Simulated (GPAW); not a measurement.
# Core-hole calculation of the B K edge in BAs (F-43m), part 3 of 4

Aim: the dependence of the B K near-edge features of BAs (F-43m) on volume.

GPAW 26.7.0; X-ray absorption from dipole matrix elements to empty bands, plane-wave PAW PBE.

So far. Step 4 (Spectrum with FCH, B atom 2): The hole costs E(hole) − E(ground) = 185.66 eV, and the lowest empty level of the hole cell on the spectrum's mesh lies at 8.99 eV, which puts the zero at 194.65 eV. One term is added: -5.59 eV, since the hole is spin-paired here and a spin-polarised one costs that much less in the free atom (computed apart). The photon energy is then 189.06 eV. The functional and the charged cell's background leave an error of a few eV in such absolute values.

### Step 7. Reference energy of the supercell

Level of this step: plane-wave PAW DFT, PBE, self-consistent field (GPAW).

The cell changes for the next run, so it gets a reference energy of its own.

The cell differs from the one that the last finished run ended in (a 5.731 → 5.792 Å, b 5.731 → 5.792 Å, c 5.731 → 5.792 Å).

Contents of scf.py:

```python
import numpy as np
from ase import Atoms
from ase.parallel import parprint, paropen
from gpaw import GPAW, PW, FermiDirac, Mixer, MixerDif, setup_paths
from gpaw.test import gen
setup_paths.insert(0, '.')
gen('B', name='nch1s', xcname='PBE', corehole=(1, 0, 0), write_xml=True)
from gpaw.mpi import world
world.barrier()

atoms = Atoms('As6B6',
    cell=[[-2.36437209, -2.36437209, -4.72874418],
     [-2.36437209, -2.36437209, 4.72874418],
     [-2.36437209, 4.72874418, 2.36437209]],
    scaled_positions=[[0.875, 0.625, 0],
     [0.54166667, 0.625, 0.33333333],
     [0.375, 0.125, 0],
     [0.20833333, 0.625, 0.66666667],
     [0.04166667, 0.125, 0.33333333],
     [0.70833333, 0.125, 0.66666667],
     [0, 0, 0],
     [0.66666667, 0, 0.33333333],
     [0.5, 0.5, 0],
     [0.33333333, 0, 0.66666667],
     [0.16666667, 0.5, 0.33333333],
     [0.83333333, 0.5, 0.66666667]],
    pbc=True)
atoms.calc = calc = GPAW(legacy_gpaw=True, mode=PW(430, force_complex_dtype=True), xc='PBE', setups={6: 'nch1s'},
    kpts={'size': (4, 3, 4), 'gamma': True}, occupations=FermiDirac(0.02),
    charge=0, mixer=Mixer(0.1, 5, 50), maxiter=150,
    convergence={'density': 0.0001, 'eigenstates': 1e-6}, txt='scf.txt')
energy = atoms.get_potential_energy() + calc.get_reference_energy()
ef = calc.get_fermi_level()
out = dict(energy=energy, fermi=ef, forces=atoms.get_forces().tolist())
parprint(f'all-electron energy {energy:.4f} eV, Fermi level {ef:.4f} eV')
ev = np.array([[calc.get_eigenvalues(k, s) for k in range(len(calc.get_ibz_k_points()))] for s in range(calc.get_number_of_spins())])
out['homo'], out['lumo'], out['counts'] = ev[ev < ef].max(), ev[ev > ef].min(), sorted(set((ev < ef).sum((0, 2)).tolist()))
out['filled'] = (ev[:, 0] < ef).sum(1).tolist()
import json
with paropen('out.json', 'w') as f:
    json.dump(out, f)
```

Launch:

```sh
OMP_NUM_THREADS=1 mpirun -n 4 gpaw python scf.py
```

Numbers of over 12 decimals in the logs are rounded to 6 here.

Output:

```text
Input parameters:
  convergence: {density: 0.0001,
                eigenstates: 1e-06}
  kpts: {gamma: True,
         size: (4, 3, 4)}
  maxiter: 150
  mixer: {backend: pulay,
          beta: 0.1,
          method: separate,
          nmaxold: 5,
          weight: 50}
  mode: {ecut: 430.0,
         force_complex_dtype: True,
         name: pw}
  occupations: {fixmagmom: False,
                name: fermi-dirac,
[...]
2s(2) :    -0.347030     1.005232
*s    :     0.652970
2p(1) :    -0.132526     0.982729
*p    :     0.867474
*d    :     0.000000
--------------------------------

Diagonalizing with gridspacing h=0.050

state   all-electron     PAW
-------------------------------
2s:      -0.347030    -0.347449
2p:      -0.132526    -0.132867
*d:                    0.040435
*f:                    0.071313
-------------------------------
all-electron energy -373102.9199 eV, Fermi level 8.9189 eV
[key lines of the parts left out:]
Converged after 14 iterations.
Dipole moment: (6.970937, 6.970937, -10.370369) |e|*Ang
Free energy:    -68.140833
Fermi level: 8.91887
```

Wall time 13 s (4 MPI ranks of INTEL XEON PLATINUM 8581C at 2.10GHz (Emerald Rapids), shared host); peak memory 0.24 GiB; 49 s of CPU time.

Reference energy: -373102.920 eV with the cores included.

### Step 8. Spectrum with FCH, B atom 2

Shorter bonds are expected to push antibonding states and scattering resonances up, and longer ones down; the cell is scaled to test that.

Changed against the first core-hole run: volume scale from 1 to 0.97.

Contents of xas.py:

```python
import numpy as np
from ase import Atoms
from ase.parallel import parprint, paropen
from gpaw import GPAW, PW, FermiDirac, Mixer, MixerDif, setup_paths
from gpaw.test import gen
setup_paths.insert(0, '.')
gen('B', name='fch1s', xcname='PBE', corehole=(1, 0, 1), write_xml=True)
from gpaw.mpi import world
world.barrier()

atoms = Atoms('As6B6',
    cell=[[-2.36437209, -2.36437209, -4.72874418],
     [-2.36437209, -2.36437209, 4.72874418],
     [-2.36437209, 4.72874418, 2.36437209]],
    scaled_positions=[[0.875, 0.625, 0],
     [0.54166667, 0.625, 0.33333333],
     [0.375, 0.125, 0],
     [0.20833333, 0.625, 0.66666667],
     [0.04166667, 0.125, 0.33333333],
     [0.70833333, 0.125, 0.66666667],
     [0, 0, 0],
     [0.66666667, 0, 0.33333333],
     [0.5, 0.5, 0],
     [0.33333333, 0, 0.66666667],
     [0.16666667, 0.5, 0.33333333],
     [0.83333333, 0.5, 0.66666667]],
    pbc=True)
atoms.calc = calc = GPAW(legacy_gpaw=True, mode=PW(430, force_complex_dtype=True), xc='PBE', setups={6: 'fch1s'},
    kpts={'size': (4, 3, 4), 'gamma': True}, occupations=FermiDirac(0.02),
    charge=0, mixer=Mixer(0.1, 5, 50), maxiter=150,
    convergence={'density': 0.0001, 'eigenstates': 1e-6}, txt='scf.txt')
energy = atoms.get_potential_energy() + calc.get_reference_energy()
ef = calc.get_fermi_level()
out = dict(energy=energy, fermi=ef, forces=atoms.get_forces().tolist())
parprint(f'all-electron energy {energy:.4f} eV, Fermi level {ef:.4f} eV')
ev = np.array([[calc.get_eigenvalues(k, s) for k in range(len(calc.get_ibz_k_points()))] for s in range(calc.get_number_of_spins())])
out['homo'], out['lumo'], out['counts'] = ev[ev < ef].max(), ev[ev > ef].min(), sorted(set((ev < ef).sum((0, 2)).tolist()))
out['filled'] = (ev[:, 0] < ef).sum(1).tolist()

from ase.units import Ha
from gpaw.xas import dipole_matrix_elements
nb = int(calc.get_number_of_electrons() / 2) + 97
top, nb = nb, nb + 8 + nb // 12
nscf = calc.fixed_density(kpts={'size': (5, 5, 5), 'gamma': True}, nbands=nb,
    convergence={'bands': top, 'eigenstates': 5e-3}, maxiter=60, txt='nscf.txt')
cell = atoms.cell.array
ops = [cell.T @ U.T @ np.linalg.inv(cell.T) for U in nscf.wfs.kd.symmetry.op_scc]
filled = [24]  # bands filled in the ground state, by spin
E = np.arange(-6, 34, 0.1)
fwhm = np.interp(E, [4, 25], [0.9, 3.5])
Y, X, zero, highest = 0, 0, 1e9, 1e9
for spin in range(nscf.get_number_of_spins()):
    wfs = nscf.wfs
    mine = wfs.bd.get_slice()  # this rank's bands
    A = dipole_matrix_elements(wfs.setups[6])
    eps = np.zeros((wfs.kd.nibzkpts, nb))
    d = np.zeros((3, A.shape[1], wfs.kd.nibzkpts, nb), complex)
    for kpt in wfs.kpt_u:
        if kpt.s == spin and 6 in kpt.P_ani:
            eps[kpt.k, mine] = kpt.eps_n * Ha
            d[:, :, kpt.k, mine] = (kpt.weight * wfs.nspins / 2) ** 0.5 * np.inner(A, kpt.P_ani[6])
    world.sum(eps)
    world.sum(d)
    T = np.einsum('amkn,bmkn->abkn', d, d.conj()).real
    T = sum(np.einsum('ai,ijkn,bj->abkn', R, T, R) for R in ops) / len(ops)
    empty = np.ones_like(eps, bool) & (np.arange(nb) >= filled[spin])
    zero, highest = min(zero, eps[empty].min()), min(highest, eps[:, top - 1].min())
    lines = [(eps, T, empty)] if spin == 0 else lines + [(eps, T, empty)]
for eps, T, empty in lines:
    f = np.einsum('aakn->akn', T).reshape(3, -1)
    x = eps.ravel() - zero
    w = np.interp(x, E, fwhm) / 2.35482
    g = np.exp(-0.5 * ((E[:, None] - x) / w) ** 2) / (w * (2 * np.pi) ** 0.5)
    Y = Y + (f * empty.ravel()) @ g.T
    X = X + (f * ~empty.ravel()) @ g.T
out.update(E=E.round(2).tolist(), xas=Y.tolist(), xes=X.tolist(), zero=zero, valid=highest - zero, nk=len(eps), nb=nb)
for i in range(0, len(E), 10):
    parprint(f'{E[i]:7.2f}', *(f'{v:10.3e}' for v in Y[:, i]))
import json
with paropen('out.json', 'w') as f:
    json.dump(out, f)
```

Launch:

```sh
OMP_NUM_THREADS=1 mpirun -n 4 gpaw python xas.py
```

Output:

```text
Input parameters:
  convergence: {density: 0.0001,
                eigenstates: 1e-06}
  kpts: {gamma: True,
         size: (4, 3, 4)}
  maxiter: 150
  mixer: {backend: pulay,
          beta: 0.1,
          method: separate,
          nmaxold: 5,
          weight: 50}
  mode: {ecut: 430.0,
         force_complex_dtype: True,
         name: pw}
  occupations: {fixmagmom: False,
                name: fermi-dirac,
[...]
*p    :     0.350422
*d    :     0.000000
--------------------------------

Diagonalizing with gridspacing h=0.050

state   all-electron     PAW
-------------------------------
2s:      -0.872538    -0.873275
2p:      -0.649578    -0.650581
*d:                   -0.077574
*f:                   -0.014711
-------------------------------
all-electron energy -372917.7337 eV, Fermi level 8.6331 eV
[...]
32.00  2.380e-04  2.380e-04  2.406e-04
  33.00  2.117e-04  2.117e-04  2.156e-04
[key lines of the parts left out:]
Converged after 18 iterations.
Dipole moment: (7.086632, 7.086632, -10.730100) |e|*Ang
Free energy:    -90.029071
Fermi level: 8.63307
```

The job ended after 53 s (4 MPI ranks; peak memory 0.37 GiB; 3.5 min of CPU time).

| E (eV) | first run | this run |
| --- | --- | --- |
| -2.0 | 0.00 | 0.00 |
| -1.0 | 0.00 | 0.00 |
| 0.0 | 0.22 | 0.19 |
| 1.0 | 1.77 | 1.56 |
| 2.0 | 2.31 | 2.24 |
| 3.0 | 1.90 | 1.83 |
| 4.0 | 1.97 | 1.98 |
| 5.0 | 1.45 | 1.49 |
| 6.0 | 1.21 | 1.27 |
| 7.0 | 1.13 | 1.11 |
| 8.0 | 0.99 | 1.07 |
| 9.0 | 0.94 | 0.95 |
| 10.0 | 1.09 | 1.11 |
| 11.0 | 0.78 | 0.89 |
| 12.0 | 0.44 | 0.49 |
| 13.0 | 0.55 | 0.48 |
| 14.0 | 0.71 | 0.66 |
| 15.0 | 0.68 | 0.71 |
| 16.0 | 0.46 | 0.57 |
| 17.0 | 0.32 | 0.37 |
| 18.0 | 0.34 | 0.33 |
| 19.0 | 0.44 | 0.40 |
| 20.0 | 0.57 | 0.51 |
| 21.0 | 0.68 | 0.64 |
| 22.0 | 0.72 | 0.71 |
| 23.0 | 0.70 | 0.71 |
| 24.0 | 0.65 | 0.67 |
| 25.0 | 0.62 | 0.63 |
| 26.0 | 0.61 | 0.61 |
| 27.0 | 0.60 | 0.60 |
| 28.0 | 0.58 | 0.59 |

The scaled spectrum changes by 6 % r.m.s. The highest intensity below 16 eV goes from 1.8 eV (2.34) to 1.9 eV (2.24).

The photon energy of the zero moves by -0.10 eV.

### Step 9. Reference energy of the supercell

The cell changes for the next run, so it gets a reference energy of its own.

The cell differs from the one that the last finished run ended in (a 5.792 → 5.909 Å, b 5.792 → 5.909 Å, c 5.792 → 5.909 Å).

Edit scf.py of step 7 so:

```diff
@@ -11,5 +11,5 @@
 atoms = Atoms('As6B6',
-    cell=[[-2.36437209, -2.36437209, -4.72874418],
-     [-2.36437209, -2.36437209, 4.72874418],
-     [-2.36437209, 4.72874418, 2.36437209]],
+    cell=[[-2.41215005, -2.41215005, -4.82430011],
+     [-2.41215005, -2.41215005, 4.82430011],
+     [-2.41215005, 4.82430011, 2.41215005]],
     scaled_positions=[[0.875, 0.625, 0],
```

Launch:

```sh
OMP_NUM_THREADS=1 mpirun -n 4 gpaw python scf.py
```

Output:

```text
Input parameters:
  convergence: {density: 0.0001,
                eigenstates: 1e-06}
  kpts: {gamma: True,
         size: (4, 3, 4)}
  maxiter: 150
  mixer: {backend: pulay,
          beta: 0.1,
          method: separate,
          nmaxold: 5,
          weight: 50}
  mode: {ecut: 430.0,
         force_complex_dtype: True,
         name: pw}
  occupations: {fixmagmom: False,
                name: fermi-dirac,
[...]
2s(2) :    -0.347030     1.005232
*s    :     0.652970
2p(1) :    -0.132526     0.982729
*p    :     0.867474
*d    :     0.000000
--------------------------------

Diagonalizing with gridspacing h=0.050

state   all-electron     PAW
-------------------------------
2s:      -0.347030    -0.347449
2p:      -0.132526    -0.132867
*d:                    0.040435
*f:                    0.071313
-------------------------------
all-electron energy -373103.1322 eV, Fermi level 8.1470 eV
[key lines of the parts left out:]
Converged after 16 iterations.
Dipole moment: (7.000392, 7.000388, -10.098958) |e|*Ang
Free energy:    -68.353174
Fermi level: 8.14700
```

Run time: 19 s. Hardware: 4 MPI ranks; peak memory 0.25 GiB; 76 s of CPU time.

Reference energy: -373103.132 eV with the cores included.

### Step 10. Spectrum with FCH, B atom 2

Shorter bonds are expected to push antibonding states and scattering resonances up, and longer ones down; the cell is scaled to test that.

Changed against the first core-hole run: volume scale from 1 to 1.03.

Edit xas.py of step 8 so:

```diff
@@ -11,5 +11,5 @@
 atoms = Atoms('As6B6',
-    cell=[[-2.36437209, -2.36437209, -4.72874418],
-     [-2.36437209, -2.36437209, 4.72874418],
-     [-2.36437209, 4.72874418, 2.36437209]],
+    cell=[[-2.41215005, -2.41215005, -4.82430011],
+     [-2.41215005, -2.41215005, 4.82430011],
+     [-2.41215005, 4.82430011, 2.41215005]],
     scaled_positions=[[0.875, 0.625, 0],
@@ -41,3 +41,3 @@
 from gpaw.xas import dipole_matrix_elements
-nb = int(calc.get_number_of_electrons() / 2) + 97
+nb = int(calc.get_number_of_electrons() / 2) + 103
 top, nb = nb, nb + 8 + nb // 12
```

Launch:

```sh
OMP_NUM_THREADS=1 mpirun -n 4 gpaw python xas.py
```

Output:

```text
Input parameters:
  convergence: {density: 0.0001,
                eigenstates: 1e-06}
  kpts: {gamma: True,
         size: (4, 3, 4)}
  maxiter: 150
  mixer: {backend: pulay,
          beta: 0.1,
          method: separate,
          nmaxold: 5,
          weight: 50}
  mode: {ecut: 430.0,
         force_complex_dtype: True,
         name: pw}
  occupations: {fixmagmom: False,
                name: fermi-dirac,
[...]
*p    :     0.350422
*d    :     0.000000
--------------------------------

Diagonalizing with gridspacing h=0.050

state   all-electron     PAW
-------------------------------
2s:      -0.872538    -0.873275
2p:      -0.649578    -0.650581
*d:                   -0.077574
*f:                   -0.014711
-------------------------------
all-electron energy -372917.0214 eV, Fermi level 7.8649 eV
[...]
32.00  2.157e-04  2.155e-04  2.191e-04
  33.00  2.092e-04  2.086e-04  2.110e-04
[key lines of the parts left out:]
Converged after 18 iterations.
Dipole moment: (7.125497, 7.125497, -10.485925) |e|*Ang
Free energy:    -89.316699
Fermi level: 7.86489
```

The job ended after 98 s (4 MPI ranks; peak memory 0.48 GiB; 6.6 min of CPU time).

| E (eV) | first run | this run |
| --- | --- | --- |
| -2.0 | 0.00 | 0.00 |
| -1.0 | 0.00 | 0.00 |
| 0.0 | 0.22 | 0.26 |
| 1.0 | 1.77 | 1.99 |
| 2.0 | 2.31 | 2.35 |
| 3.0 | 1.90 | 1.98 |
| 4.0 | 1.97 | 1.94 |
| 5.0 | 1.45 | 1.40 |
| 6.0 | 1.21 | 1.15 |
| 7.0 | 1.13 | 1.14 |
| 8.0 | 0.99 | 0.91 |
| 9.0 | 0.94 | 0.94 |
| 10.0 | 1.09 | 1.06 |
| 11.0 | 0.78 | 0.66 |
| 12.0 | 0.44 | 0.43 |
| 13.0 | 0.55 | 0.62 |
| 14.0 | 0.71 | 0.73 |
| 15.0 | 0.68 | 0.60 |
| 16.0 | 0.46 | 0.37 |
| 17.0 | 0.32 | 0.30 |
| 18.0 | 0.34 | 0.37 |
| 19.0 | 0.44 | 0.49 |
| 20.0 | 0.57 | 0.62 |
| 21.0 | 0.68 | 0.72 |
| 22.0 | 0.72 | 0.73 |
| 23.0 | 0.70 | 0.68 |
| 24.0 | 0.65 | 0.64 |
| 25.0 | 0.62 | 0.61 |
| 26.0 | 0.61 | 0.60 |
| 27.0 | 0.60 | 0.59 |
| 28.0 | 0.58 | 0.57 |

Against the first run the r.m.s. difference is 6 %. The highest intensity below 16 eV goes from 1.8 eV (2.34) to 1.6 eV (2.44).

The photon energy of the zero moves by +0.09 eV.

### Step 11. Reference energy of the supercell

The cell changes for the next run, so it gets a reference energy of its own.

The cell differs from the one that the last finished run ended in (a 5.909 → 5.965 Å, b 5.909 → 5.965 Å, c 5.909 → 5.965 Å).

Edit scf.py of step 9 so:

```diff
@@ -11,5 +11,5 @@
 atoms = Atoms('As6B6',
-    cell=[[-2.41215005, -2.41215005, -4.82430011],
-     [-2.41215005, -2.41215005, 4.82430011],
-     [-2.41215005, 4.82430011, 2.41215005]],
+    cell=[[-2.43534523, -2.43534523, -4.87069045],
+     [-2.43534523, -2.43534523, 4.87069045],
+     [-2.43534523, 4.87069045, 2.43534523]],
     scaled_positions=[[0.875, 0.625, 0],
```

Launch:

```sh
OMP_NUM_THREADS=1 mpirun -n 4 gpaw python scf.py
```

Output:

```text
Input parameters:
  convergence: {density: 0.0001,
                eigenstates: 1e-06}
  kpts: {gamma: True,
         size: (4, 3, 4)}
  maxiter: 150
  mixer: {backend: pulay,
          beta: 0.1,
          method: separate,
          nmaxold: 5,
          weight: 50}
  mode: {ecut: 430.0,
         force_complex_dtype: True,
         name: pw}
  occupations: {fixmagmom: False,
                name: fermi-dirac,
[...]
2s(2) :    -0.347030     1.005232
*s    :     0.652970
2p(1) :    -0.132526     0.982729
*p    :     0.867474
*d    :     0.000000
--------------------------------

Diagonalizing with gridspacing h=0.050

state   all-electron     PAW
-------------------------------
2s:      -0.347030    -0.347449
2p:      -0.132526    -0.132867
*d:                    0.040435
*f:                    0.071313
-------------------------------
all-electron energy -373103.0560 eV, Fermi level 7.7740 eV
[key lines of the parts left out:]
Converged after 19 iterations.
Dipole moment: (7.014004, 7.014000, -9.961547) |e|*Ang
Free energy:    -68.276897
Fermi level: 7.77396
```

It took 22 s on 4 MPI ranks; peak memory 0.25 GiB.

Reference energy: -373103.056 eV with the cores included.

(Continued in part 4 of 4.)

[Banner, clock and machine lines of the logs are left out without a mark of their own.]

[Logs are printed without paths, hosts, clocks, repeated set-up lines and the standing remarks that a program may print on its own settings, such as how far it seeks lower states.]

[Hosts, paths, dates, database ids (printed as entryN), source tags and the programs' standing remarks are cut or masked in the printed files.]

[Lists of maxima count a maximum above −3 eV only where it reaches 4 % of the highest in the window and stands out from its surroundings by 2 % of it (1.5 % where it reaches 55 %); shoulders and weaker maxima are passed over, and of the rest the first, up to two pre-edge ones and the few strongest are named.]
